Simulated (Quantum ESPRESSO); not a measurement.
# MnPt3: magnetism against uniaxial strain

How does uniaxial strain change the magnetic state of MnPt3?

Main program and level: Quantum ESPRESSO 7.5; PBEsol; plane waves with GBRV 1.5 PBEsol potentials, no spin-orbit coupling.

This is a report of a sequence of runs, with most program output left out.

## 1. Set-up

The structure is cubic, space group Pm-3m (No. 221). The conventional cell has a = 3.900 Å, b = 3.900 Å, c = 3.900 Å, α = 90.00°, β = 90.00°, γ = 90.00°. Nearest to Mn lie 12 Pt at 2.76 Å. Nearest to Pt lie 4 Mn at 2.76 Å and 8 Pt at 2.76 Å. Farther neighbours are not listed.

The cell comes from the Crystallography Open Database.

## 2. Factor along z 0.94, ferro +

Lengths along Cartesian z scale by the factor. Atoms keep their fractional places. Seeded atoms are those given a starting moment.

pw.in

```
&CONTROL
  calculation = 'scf'
  prefix = 'pwscf'
  outdir = './tmp'
  pseudo_dir = './pseudo'
  disk_io = 'nowf'
  tprnfor = .true.
  tstress = .true.
/
&SYSTEM
  ibrav = 0
  nat = 4
  ntyp = 2
  ecutwfc = 40
  ecutrho = 280
  nbnd = 43
  occupations = 'smearing'
  smearing = 'fd'
  degauss = 0.00734986
  nspin = 2
  starting_magnetization(1) = 0.2333
  starting_magnetization(2) = 0
/
&ELECTRONS
  conv_thr = 8d-09
  electron_maxstep = 150
  mixing_beta = 0.3
/
ATOMIC_SPECIES
Mn     54.9380 mn_pbesol_v1.5.uspp.F.UPF
Pt    195.0840 pt_pbesol_v1.4.uspp.F.UPF
CELL_PARAMETERS bohr
   7.3699318860    0.0000000000    0.0000000000
   0.0000000000    7.3699318860    0.0000000000
   0.0000000000    0.0000000000    6.9277359729
ATOMIC_POSITIONS crystal
Mn      0.0000000000    0.0000000000    0.0000000000
Pt      0.0000000000    0.5000000000    0.5000000000
Pt      0.5000000000    0.0000000000    0.5000000000
Pt      0.5000000000    0.5000000000    0.0000000000
K_POINTS automatic
8 8 8 0 0 0
```

Command:

```sh
$ OMP_NUM_THREADS=1 mpirun -n 2 pw.x -nk 2 -in pw.in > pw.out
```

The job ended after 1.7 min (2 MPI ranks of Intel Xeon 6975P-C (Granite Rapids), shared host; peak memory 0.32 GiB; 3.4 min of CPU time).

Spin moment in the atom's sphere by atom:

```csv
atom,spin moment in the atom's sphere (μB)
Mn1,3.60
Pt2,0.18
Pt3,0.18
Pt4,0.13
```

Read from the output:

```
smearing term TS       : 0.09711 eV
pressure               : 10.68 GPa
magnetization          : 4.139 μB
absolute magnetization : 4.326 μB
final state            : ferromagnetic
```

## 3. Factor along z 0.94, antiferro q=(0,1/2,1/2) +-

The wavevector q is in fractions of the reciprocal vectors of the crystal's primitive cell, as the cells of these inputs are built from it; moments change sign between cells as cos(2π q·R).

pw.in

```
&CONTROL
  calculation = 'scf'
  prefix = 'pwscf'
  outdir = './tmp'
  pseudo_dir = './pseudo'
  disk_io = 'nowf'
  tprnfor = .true.
  tstress = .true.
/
&SYSTEM
  ibrav = 0
  nat = 8
  ntyp = 3
  ecutwfc = 40
  ecutrho = 280
  nbnd = 78
  occupations = 'smearing'
  smearing = 'fd'
  degauss = 0.00734986
  nspin = 2
  starting_magnetization(1) = 0.2333
  starting_magnetization(2) = -0.2333
  starting_magnetization(3) = 0
/
&ELECTRONS
  conv_thr = 1.6d-08
  electron_maxstep = 150
  mixing_beta = 0.3
/
ATOMIC_SPECIES
Mn1    54.9380 mn_pbesol_v1.5.uspp.F.UPF
Mn2    54.9380 mn_pbesol_v1.5.uspp.F.UPF
Pt    195.0840 pt_pbesol_v1.4.uspp.F.UPF
CELL_PARAMETERS bohr
   7.3699318860    0.0000000000    0.0000000000
   0.0000000000   14.7398637721    0.0000000000
   0.0000000000    7.3699318860    6.9277359729
ATOMIC_POSITIONS crystal
Mn1     0.0000000000    0.0000000000    0.0000000000
Mn2     0.0000000000    0.5000000000    0.0000000000
Pt      0.0000000000    0.0000000000    0.5000000000
Pt      0.0000000000    0.5000000000    0.5000000000
Pt      0.5000000000    0.7500000000    0.5000000000
Pt      0.5000000000    0.2500000000    0.5000000000
Pt      0.5000000000    0.2500000000    0.0000000000
Pt      0.5000000000    0.7500000000    0.0000000000
K_POINTS automatic
8 4 8 0 0 0
```

Run time: 8.2 min. Hardware: 2 MPI ranks; peak memory 0.89 GiB.

Spin moment in the atom's sphere by atom:

```csv
atom,spin moment in the atom's sphere (μB)
Mn1,3.55
Mn2,-3.55
Pt3,0.00
Pt4,0.00
Pt5,0.00
Pt6,0.00
Pt7,0.00
Pt8,0.00
```

Read from the output:

- smearing term TS: 0.1998 eV
- pressure: 10.22 GPa
- magnetization: 0 μB
- absolute magnetization: 7.776 μB
- final state: antiferromagnetic

## 4. Factor along z 0.94, no spin polarisation

pw.in

```
&CONTROL
  calculation = 'scf'
  prefix = 'pwscf'
  outdir = './tmp'
  pseudo_dir = './pseudo'
  disk_io = 'nowf'
  tprnfor = .true.
  tstress = .true.
/
&SYSTEM
  ibrav = 0
  nat = 4
  ntyp = 2
  ecutwfc = 40
  ecutrho = 280
  nbnd = 41
  occupations = 'smearing'
  smearing = 'fd'
  degauss = 0.00734986
/
&ELECTRONS
  conv_thr = 8d-09
  electron_maxstep = 150
  mixing_beta = 0.3
/
ATOMIC_SPECIES
Mn     54.9380 mn_pbesol_v1.5.uspp.F.UPF
Pt    195.0840 pt_pbesol_v1.4.uspp.F.UPF
CELL_PARAMETERS bohr
   7.3699318860    0.0000000000    0.0000000000
   0.0000000000    7.3699318860    0.0000000000
   0.0000000000    0.0000000000    6.9277359729
ATOMIC_POSITIONS crystal
Mn      0.0000000000    0.0000000000    0.0000000000
Pt      0.0000000000    0.5000000000    0.5000000000
Pt      0.5000000000    0.0000000000    0.5000000000
Pt      0.5000000000    0.5000000000    0.0000000000
K_POINTS automatic
8 8 8 0 0 0
```

Run time: 44 s. Hardware: 2 MPI ranks; peak memory 0.24 GiB; 87 s of CPU time.

Read from the output:

```
smearing term TS : 0.2530 eV
pressure         : -0.1565 GPa
final state      : non-magnetic (no spin polarisation)
```

## 5. Factor along z 1.06, ferro +

pw.in: that of step 4 with these lines changed.

```diff
@@ -15,3 +15,3 @@
   ecutrho = 280
-  nbnd = 41
+  nbnd = 43
   occupations = 'smearing'
@@ -19,2 +19,5 @@
   degauss = 0.00734986
+  nspin = 2
+  starting_magnetization(1) = 0.2333
+  starting_magnetization(2) = 0
 /
@@ -31,3 +34,3 @@
    0.0000000000    7.3699318860    0.0000000000
-   0.0000000000    0.0000000000    6.9277359729
+   0.0000000000    0.0000000000    7.8121277992
 ATOMIC_POSITIONS crystal
```

The job ended after 1.9 min (2 MPI ranks; peak memory 0.43 GiB).

This step gave:

* smearing term TS: 0.1115 eV
* pressure: -16.51 GPa
* magnetization: 4.28 μB
* absolute magnetization: 4.511 μB
* final state: ferromagnetic
* largest moment: 3.844 μB

## 6. An input with a fault

As a test, an input with a fault in it is run.

pw.in: that of step 5 with these lines changed.

```diff
@@ -20,2 +20,3 @@
   nspin = 2
+  tot_magnetization = 400
   starting_magnetization(1) = 0.2333
@@ -25,3 +26,3 @@
   conv_thr = 8d-09
-  electron_maxstep = 150
+  electron_maxstep = 50
   mixing_beta = 0.3
@@ -31,6 +32,6 @@
 Pt    195.0840 pt_pbesol_v1.4.uspp.F.UPF
-CELL_PARAMETERS bohr
-   7.3699318860    0.0000000000    0.0000000000
-   0.0000000000    7.3699318860    0.0000000000
-   0.0000000000    0.0000000000    7.8121277992
+CELL_PARAMETERS angstrom
+   3.9000000000    0.0000000000    0.0000000000
+   0.0000000000    3.9000000000    0.0000000000
+   0.0000000000    0.0000000000    3.9000000000
 ATOMIC_POSITIONS crystal
```

It took 0.8 s on 2 MPI ranks; peak memory 0.05 GiB.

The program refused the input before any cycle.

The program's message: “setup (1): too few spin up bands”

The fault put into the input: tot_magnetization larger than the electron count.

## 7. All points

The runs not shown differ from these in the moved quantity alone.

States, by row:

```csv
c axis,ferro +,"antiferro q=(0,1/2,1/2) +-",no spin polarisation
0.94,ferromagnetic,antiferromagnetic,non-magnetic
0.97,ferromagnetic,antiferromagnetic,non-magnetic
1,ferromagnetic,antiferromagnetic,non-magnetic
1.03,ferromagnetic,antiferromagnetic,non-magnetic
1.06,ferromagnetic,antiferromagnetic,non-magnetic
```

The largest site moment by c axis:

```csv
c axis (factor),ferro + (μB),"antiferro q=(0,1/2,1/2) +- (μB)"
0.9400,3.60,3.55
0.9700,3.67,3.64
1.0000,3.74,3.72
1.0300,3.79,3.79
1.0600,3.84,3.85
```

Energy less that of the parallel start against c axis; values in meV a seeded atom:

```csv
c axis (factor),"antiferro q=(0,1/2,1/2) +-",no spin polarisation
0.9400,18.8,1173
0.9700,23.1,1285
1.0000,23.9,1395
1.0300,21.6,1504
1.0600,17.3,1609
```

The energy over the lowest by c axis; values in meV an atom:

```csv
c axis (factor),ferro +,"antiferro q=(0,1/2,1/2) +-",no spin polarisation
0.9400,31.8,36.5,325
0.9700,0,5.77,321
1.0000,0.368,6.33,349
1.0300,27.4,32.8,403
1.0600,76.0,80.3,478
```

## 8. What came out

```
moment, parallel start       : 3.60 to 3.84 μB
states met from these starts : antiferromagnetic and ferromagnetic
```

In words: The moment of the parallel start goes from 3.60 μB at 0.94 to 3.84 μB at 1.06. The net moment of the cell goes from 4.14 to 4.28 μB. The radius of the spheres follows the nearest distance, so part of the change of the site moments is the spheres'. The largest moment of the start antiferro q=(0,1/2,1/2) +- lies between 3.55 and 3.85 μB. The start antiferro q=(0,1/2,1/2) +- lies over the parallel one at every finished point, by 17.3 to 23.9 meV a seeded atom. Energies are free energies at an electronic temperature of 1160 K, which lowers moments and differences where the moments are itinerant.

[Logs and program files are shortened in this print: banners, set-up blocks, solver, clock and traceback lines can be left out without a mark of their own.]

[Logs are printed without paths, hosts, clocks, repeated set-up lines and the standing remarks that a program may print on its own settings, such as how far it seeks lower states.]

[Hosts, paths, dates, database ids (printed as entryN), source tags and the programs' standing remarks are cut or masked in the printed files.]

[Where a cell is said to come from a database of computed structures, the database is the Materials Project.]
